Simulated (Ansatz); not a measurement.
An input for Ansatz 0.2.0 (SiO2 (Stishovite)):

```yaml
crystal:
  lattice:
    - [4.1773, 0.0, 0.0]
    - [0.0, 4.1773, 0.0]
    - [0.0, 0.0, 2.6652]
  atoms:
    - { symbol: Si, position: [0.0, 0.0, 0.0] }
    - { symbol: Si, position: [0.5, 0.5, 0.5] }
    - { symbol: O, position: [0.3059, 0.3059, 0.0] }
    - { symbol: O, position: [0.1941, 0.8059, 0.5] }
    - { symbol: O, position: [0.6941, 0.6941, 0.0] }
    - { symbol: O, position: [0.8059, 0.1941, 0.5] }
kpoints:
  mp_grid: { grid: [4, 4, 6] }
hamiltonian:
  xc: { exchange: pbe, correlation: pbe, exx: { coeff: 0.5 } }
  pseudopotentials: { kind: paw, azcp: { folder: soft_1 } }
scf:
  occupations: { method: fixed }
gw:
  n_empty_bands: 194
  ecut_chi: 150.0
  qp_bands: [v2, c2]
  qp_kpoints: band_edges
  screening: { model: contour_deformation }
```

```sh
ansatz run input.yaml --threads 3 --pin off --max-ram 92160MiB --backend cuda --events-out ev --progress --plain --runs-dir out --devices 1 --max-vram 13GiB
```

Estimate wall time and host memory on 1 × NVIDIA H100 80GB HBM3 (shared by 6 runs) with 3 threads of AMD EPYC 7R13 (Zen 3), shared host.

It took 50 s; on shared hardware allow 25 s to 100 s. Peak host memory was 1.5 GiB. The sizes that set the cost: 913 plane waves a state, 24 irreducible k points, 210 bands summed, 189 plane waves in the screening and 16 SCF cycles.

The screening grows as filled bands × empty bands × pairs of k points, times the square of the screening basis for the matrix.

[Paths, hosts, dates, memory and timing lines, banners, echoed tables and standing remarks are left out of the program output.]

[Logs are printed without paths, hosts, clocks, repeated set-up lines and the standing remarks that a program may print on its own settings, such as how far it seeks lower states.]

[Runs of the session that timed out or met a known fault of the program may be left out.]

[Cells called generated may have been cut or substituted from an entry of the Crystallography Open Database or the Materials Project.]

[Hosts, paths, dates, database ids (printed as entryN), source tags and the programs' standing remarks are cut or masked in the printed files.]
